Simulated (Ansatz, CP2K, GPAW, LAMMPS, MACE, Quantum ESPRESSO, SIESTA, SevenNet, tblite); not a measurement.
## Running glassy 38BaO-62TiO2 (mol %) (110 atoms) with GPAW

Wanted: GPAW inputs and outputs for glassy 38BaO-62TiO2 (mol %) (110 atoms), checked against a plane-wave reference.

Calculated with GPAW 26.7.0; the method is named at each step.

## 1. Starting point

The cell holds 110 atoms: 16 Ba, 26 Ti and 68 O. Its edges and angles: a = 11.965 Å, b = 11.965 Å, c = 11.965 Å, α = 90.0°, β = 90.0°, γ = 90.0°. 110 atoms (16 Ba, 26 Ti, 68 O) placed at random at 4.67 g/cm³, melted at 4000 K for 10 ps at fixed volume with the Morse and Coulomb pair potential with partial charges (Pedone, Malavasi, Menziani, Cormack and Segre, J. Phys. Chem. B 110, 11780 (2006)). Quenched from 4000 K to 300 K at 20 K/ps and fixed volume, held 10 ps at zero pressure, then minimised at fixed cell.

The yardstick, on the same geometry:

```
method                                           : Kohn-Sham DFT, PBE, SSSP efficiency 1.3.0 pseudopotentials, plane waves (Quantum ESPRESSO 7.5); sssp-pbe-1.3.0-efficiency, cutoffs 60/480 Ry, Γ point
r.m.s. force component                           : 0.7678 eV/Å
longest force                                    : 2.437 eV/Å
pressure                                         : 4.134 GPa
gap (highest filled to lowest empty level) : 2.497 eV
time                                             : 36 min on 1 thread of Arm Neoverse V2, shared host
CPU time                                         : 36 min
```

## 2. PBE, LCAO dzp, h 0.18 Å

Method: Kohn-Sham DFT, PBE, PAW, atomic orbitals (dzp).

Input file run.py:

```python
import numpy as np
from ase.io import read
from gpaw import GPAW, FermiDirac
from ase.parallel import parprint as print

atoms = read("structure.xyz")
atoms.calc = GPAW(
    mode="lcao",
    basis="dzp",
    h=0.18,
    xc="PBE",
    kpts={"size": (1, 1, 1), "gamma": True},
    occupations=FermiDirac(0.05),
    maxiter=200,
    symmetry={"point_group": False},
    txt="gpaw.txt",
)
energy = atoms.get_potential_energy(force_consistent=True)
forces = atoms.get_forces()
print(f"energy {energy:.6f} eV")
print("forces (eV/A)")
for i, (a, f) in enumerate(zip(atoms, forces)):
    print(f"{i:4d} {a.symbol:2s} {f[0]:10.5f} {f[1]:10.5f} {f[2]:10.5f}")
print(f"Fermi level {atoms.calc.get_fermi_level():.4f} eV")
for k in range(len(atoms.calc.get_ibz_k_points())):
    for s in range(atoms.calc.get_number_of_spins()):
        e = atoms.calc.get_eigenvalues(kpt=k, spin=s)
        n = np.searchsorted(e, atoms.calc.get_fermi_level())
        print(f"k {k} spin {s} levels about the Fermi level:", np.round(e[max(n - 6, 0):n], 4).tolist(), "|", np.round(e[n:n + 6], 4).tolist())
```

Input file structure.xyz:

```xyz
110
Lattice="11.96473 0.00000 0.00000 0.00000 11.96473 0.00000 0.00000 0.00000 11.96473" Properties=species:S:1:pos:R:3 pbc="T T T"
Ba 8.93071 11.20294 10.08017
Ba 10.53638 5.14017 2.18476
Ba 2.44894 6.18828 1.02071
Ba 1.33957 9.41636 3.01380
Ba 9.96171 5.66123 10.63306
Ba 4.56119 1.60854 0.38849
Ba 5.00186 8.24609 3.64087
Ba 3.93676 5.82383 6.41860
Ba 0.87558 9.89435 9.38645
Ba 6.84825 5.76915 8.57799
Ba 8.24669 2.26648 4.70154
Ba 10.85069 2.39809 9.65362
Ba 0.92739 5.72309 9.31119
Ba 7.23651 1.72340 8.37017
Ba 0.91506 2.93926 6.51468
Ba 6.82839 11.08508 1.03387
Ti 10.52214 11.80416 6.50427
Ti 6.30362 9.44053 7.69081
Ti 4.10977 11.92991 3.49645
Ti 7.22179 10.78836 4.72726
Ti 7.32792 3.51273 11.35931
Ti 9.40212 1.80667 1.24194
Ti 0.17827 11.78586 0.40692
Ti 2.30800 11.39138 6.58060
Ti 10.55193 8.66641 11.73692
Ti 0.95108 6.22250 4.48474
Ti 5.59351 4.46907 2.32582
Ti 3.99861 3.69160 9.56149
Ti 1.25666 7.94350 6.85208
Ti 4.43221 2.39498 6.47388
Ti 7.56781 5.91991 4.68311
Ti 11.69995 1.21956 3.58356
Ti 3.95159 7.61962 9.53421
Ti 4.40673 11.69014 9.38896
Ti 1.45192 3.00004 11.92788
Ti 9.73773 8.45512 8.04102
Ti 6.36631 6.91490 0.19957
Ti 2.59814 3.15905 3.48521
Ti 10.63425 8.91911 4.81772
Ti 8.67993 8.45189 2.15916
Ti 10.12934 5.44108 6.68170
Ti 3.40014 9.95872 0.25401
O 9.51531 8.25614 6.00414
O 9.15098 9.74097 0.68977
O 9.44173 6.52317 7.98861
O 0.05767 7.59808 11.40263
O 1.42632 4.50544 4.08572
O 4.11120 11.13282 1.86159
O 1.28585 6.12367 6.46107
O 6.71209 4.63262 3.70871
O 3.54970 3.32608 5.26281
O 6.01623 1.80500 6.03992
O 10.25940 8.81214 3.10772
O 8.54258 4.97111 5.86942
O 3.00973 11.17290 4.66792
O 10.60877 2.30883 2.56823
[... 50 atom lines left out ...]
O 10.42654 0.85225 0.12898
O 3.36520 0.97919 6.62858
O 10.80918 1.28764 5.14220
O 3.08211 11.09334 8.41097
```

The run is started by

```
$ OMP_NUM_THREADS=1 mpirun -np 2 gpaw python run.py > output.txt
```

The log of the run:

```text
energy -833.114895 eV
forces (eV/A)
   0 Ba    0.50492   -1.05855    0.13876
   1 Ba   -0.02437    0.37957    0.84598
   2 Ba    0.22855    0.09175    0.25480
   3 Ba   -0.21622    0.12153    0.48878
   4 Ba   -1.42842    0.70178    0.46541
   5 Ba   -0.38960    0.46073   -0.34292
   6 Ba    0.38485    0.13109   -0.14144
   7 Ba   -0.66908   -0.15494   -0.07443
   8 Ba    0.49998   -0.27282   -0.14513
   9 Ba   -0.11071    0.06005    0.39467
  10 Ba   -0.07065   -0.38541   -0.63149
  11 Ba   -0.08460   -0.31257    0.44475
  12 Ba    1.58262    0.20560   -0.91169
  13 Ba   -1.17266    0.23323    0.15515
  14 Ba    0.49955   -0.28396   -0.62710
  15 Ba    0.59055   -0.22816    0.86417
  16 Ti    0.39975   -1.19308   -0.05046
  17 Ti   -0.24412    1.22165    0.74190
  18 Ti   -0.49266   -0.08126   -0.15046
  19 Ti    1.04078   -0.58092    0.32957
  20 Ti   -0.10744   -1.74210   -0.47953
  21 Ti   -0.01864   -0.55079    0.10773
  22 Ti   -0.48725    1.41220    1.29213
  23 Ti   -0.31128    0.87196    0.07193
[...]
102 O     0.51593   -0.06809    0.85700
 103 O     0.49479    0.28896    0.68113
 104 O    -2.05728    2.00361   -0.82426
 105 O    -0.22955   -0.48136   -0.15014
 106 O     0.68270   -1.38138   -2.25826
 107 O    -1.01010   -0.60148    0.33335
 108 O    -0.90255    0.56383    1.34046
 109 O    -1.94247   -0.89200   -0.90654
Fermi level 6.0838 eV
k 0 spin 0 levels about the Fermi level: [4.621, 4.6462, 4.723, 4.7498, 4.851, 4.8963] | [7.2992, 7.4237, 7.5037, 7.5134, 7.5368, 7.6044]
```

gpaw.txt:

```text
Input parameters:
  mode=LCAO(),
  basis={'default': 'dzp'},
  h=0.18,
  kpts=MonkhorstPack(size=(1, 1, 1), gamma=True),
  maxiter=200,
  occupations=Occupations(name='fermi-dirac', width=0.05, fixmagmom=False),
  symmetry=Symmetry(point_group=False),
  xc=XC(name='PBE')
Unit cell  # Å
| periodic |         x |         y |         z |   lengths |    angles |
|----------|-----------|-----------|-----------|-----------|-----------|
|      yes | 11.964730 |  0.000000 |  0.000000 | 11.964730 | 90.000000 |
|      yes |  0.000000 | 11.964730 |  0.000000 | 11.964730 | 90.000000 |
|      yes |  0.000000 |  0.000000 | 11.964730 | 11.964730 | 90.000000 |
Number of symmetries: 1
Symmetry operations  # r_c * U_cc + t_c -> r_c
|   | kind |            matrix            |
|---|------|------------------------------|
| 0 |  E   |  1, 0, 0,  0, 1, 0,  0, 0, 1 |
BZ-sampling:
  Number of BZ points: 1
  Number of IBZ points: 1
  Monkhorst-Pack size: [1, 1, 1]
  Monkhorst-Pack shift: [0, 0, 0]
[... lines left out ...]
        l=2, rc=5.3906 Bohr: d-type Gaussian polarization
      Number of RI-basis functions 0
Reference energy: -4283047.807977  # eV
eigensolver:
density mixing:
  MSR1-Mixer
occupation numbers:
  Fermi-Dirac:
    width: 0.0500  # eV
FastPoissonSolver using
    Stencil: 6*3+1=19 point O(h^6) finite-difference Laplacian
xc functional:
  name: PBE with 2 nearest neighbor stencil
interpolation: tri-quintic # 5. degree polynomial
Initialization done in: 11.026 s
convergence criteria:
- Maximum [total energy] change in last 3 cyles: 0.0005 eV / valence electron
- Maximum integral of absolute [dens]ity change: 0.0001 electrons / valence electron
- Maximum integral of absolute [eigenst]ate change: 4e-08 eV^2 / valence electron
maximum number of iterations: 200
SCF iterations
|iter     |      energy | eigst |  dens |
|---------|-------------|-------|-------|
|iter:   1| -950.922737 |      c|       |
|iter:   2| -911.954522 |      c| -0.86 |
|iter:   3| -838.193189 |      c| -0.93 |
|iter:   4| -834.347357 |      c| -1.42 |
|iter:   5| -833.141834 |      c| -1.63 |
|iter:   6| -833.212842 |      c| -1.88 |
|iter:   7| -833.135081c|      c| -2.19 |
|iter:   8| -833.117008c|      c| -2.75 |
|iter:   9| -833.115896c|      c| -3.03 |
|iter:  10| -833.115003c|      c| -3.36 |
|iter:  11| -833.114903c|      c| -3.74 |
|iter:  12| -833.114895c|      c| -4.10c|
Converged in 12 steps
SCF loop duration: 465.278 s (38.773 s/step)
Energy contributions relative to reference atoms: (reference = -4283047.807977)
Energy contributions:
  Kinetic:        1179.950940
  Coulomb:       -1218.571587
  Zero:             18.623142
  External:          0.000000
  Xc:             -813.117390
  Entropy:          -0.000000
  Spinorbit:         0.000000
  ----------------------------
  Free energy:    -833.114895
  Extrapolated:   -833.114895
dipole moment: (-126.330333, 126.299692, -57.087464)  # |e|*Ang
Fermi level: 6.084
Eigenvalues  # (at kpt = [0.000, 0.000, 0.000])
| band index |      eig [eV] | occ [0-2] |
|------------|---------------|-----------|
|          0 |       -51.894 |     2.000 |
|        ... |               |           |
|        432 |         4.512 |     2.000 |
|        433 |         4.564 |     2.000 |
[...]
|        447 |         7.666 |     0.000 |
|        ... |               |           |
|        531 |         9.965 |     0.000 |
Gap: 2.403 eV
Transition (v -> c):
  (s=0, k=0, n=439, [0.00, 0.00, 0.00]) -> (s=0, k=0, n=440, [0.00, 0.00, 0.00])
No difference between direct/indirect transitions
Force computation time: 99.098  # s
```

Run time: 9.6 min. Hardware: 2 MPI ranks of Arm Neoverse V2, shared host; peak memory 4.1 GiB; 19 min of CPU time.

Banners, paths, timers and routine set-up lines are dropped from the logs unmarked, and long logs keep their key lines alone; longer cuts are marked.

Numbers from this run, and their distance from the reference:

| Item | Value |
| --- | --- |
| r.m.s. force component | 0.9109 eV/Å |
| r.m.s. difference of force components | 176.9 meV/Å |
| longest difference of force vectors | 593.6 meV/Å |
| force difference over r.m.s. force | 23.04 % |
| slope of forces against the reference's | 1.177 |
| correlation of force components | 0.9923 |
| gap (highest filled to lowest empty level) | 2.403 eV |
| gap difference | -0.0936 eV |

Length of the force difference by element (eV/Å):

```
element  atoms   mean  most
     Ba     16  0.086  0.13
      O     68   0.35  0.59
     Ti     26   0.15  0.26
```

Levels nearest the highest filled one (eV from it): -0.28, -0.25, -0.17, -0.15, -0.05, 0.00, 2.40, 2.53, 2.61, 2.62, 2.64, 2.71.

The surroundings of Ti24, which has 5 bonded neighbours where the commonest count for Ti is 4, nearest first, numbered as they follow in the input and with coordinates relative to it.

```csv
atom,x,y,z,distance (Å),bonds,Fx,Fy,Fz (eV/Å)
Ti24,0.00,0.00,0.00,0.00,5,-0.31,0.87,0.07
O60,-0.46,-1.78,-0.01,1.83,3,0.62,0.76,-0.30
O64,-1.69,0.66,0.42,1.87,4,-0.14,0.31,0.02
O108,1.06,1.55,0.05,1.88,3,-1.01,-0.60,0.33
O110,0.77,-0.30,1.83,2.01,3,-1.94,-0.89,-0.91
O55,0.70,-0.22,-1.91,2.05,3,-1.53,-1.27,0.77
Ba9,-1.43,-1.50,2.81,3.49,11,0.50,-0.27,-0.15
Ti34,2.10,0.30,2.81,3.52,4,-0.31,0.18,-0.08
O104,-0.97,2.36,-2.52,3.58,3,0.49,0.29,0.68
O73,-3.20,-0.78,-1.48,3.61,3,0.79,1.43,-0.26
Ti19,1.80,0.54,-3.08,3.61,4,-0.49,-0.08,-0.15
Ti29,-1.05,-3.45,0.27,3.61,5,-1.54,-0.96,-0.46
Ti30,2.12,2.97,-0.11,3.65,4,0.51,-0.90,0.34
```

Atoms are counted from 1 here, from 0 in the log.

Forces lie 23 % from the reference's, at 0.54 times its CPU time (on 2 against 1 cores).

Further runs of this program without a result: GPAW PBE, LCAO dzp, h 0.16 Å (cut off at its time limit); GPAW PBE, LCAO szp(dzp), h 0.18 Å (cut off at its time limit).

## 3. Outcome

| Quantity | Value |
| --- | --- |
| force difference from the reference | GPAW PBE, LCAO dzp, h 0.18 Å, 23 % |
| its CPU time | 19 min |

The PBE run in local orbitals differs by 23 % (GPAW PBE, LCAO dzp, h 0.18 Å); basis, grid and potentials can all enter. GPAW PBE, LCAO dzp, h 0.18 Å stiffens the forces by a factor of 1.18 while following their directions (correlation 0.992). At the same functional, the gap of GPAW PBE, LCAO dzp, h 0.18 Å lies 0.09 eV below the reference's 2.50 eV. The quench rate of 20 K/ps is many orders above laboratory rates, so the cell is likely richer in defects and strain than a real sample. The network of bonds at the start is that of the classical potential that made the cell, and needn't be the one that DFT or experiment would give. The reference's pressure of 4.1 GPa belongs to a cell and atoms that aren't relaxed at this level. The electronic-structure runs sample only Γ, in a cell whose shortest periodic width is 12 Å. Spin–orbit coupling is left out, which matters for the levels of the heavy elements.

[Also dropped from logs without a mark: logging warnings of Python, and SIESTA's first energy breakdown and zero terms.]

[Logs are printed without paths, hosts, clocks, repeated set-up lines and the standing remarks that a program may print on its own settings, such as how far it seeks lower states.]

[Hosts, paths, dates, database ids (printed as entryN), source tags and the programs' standing remarks are cut or masked in the printed files.]
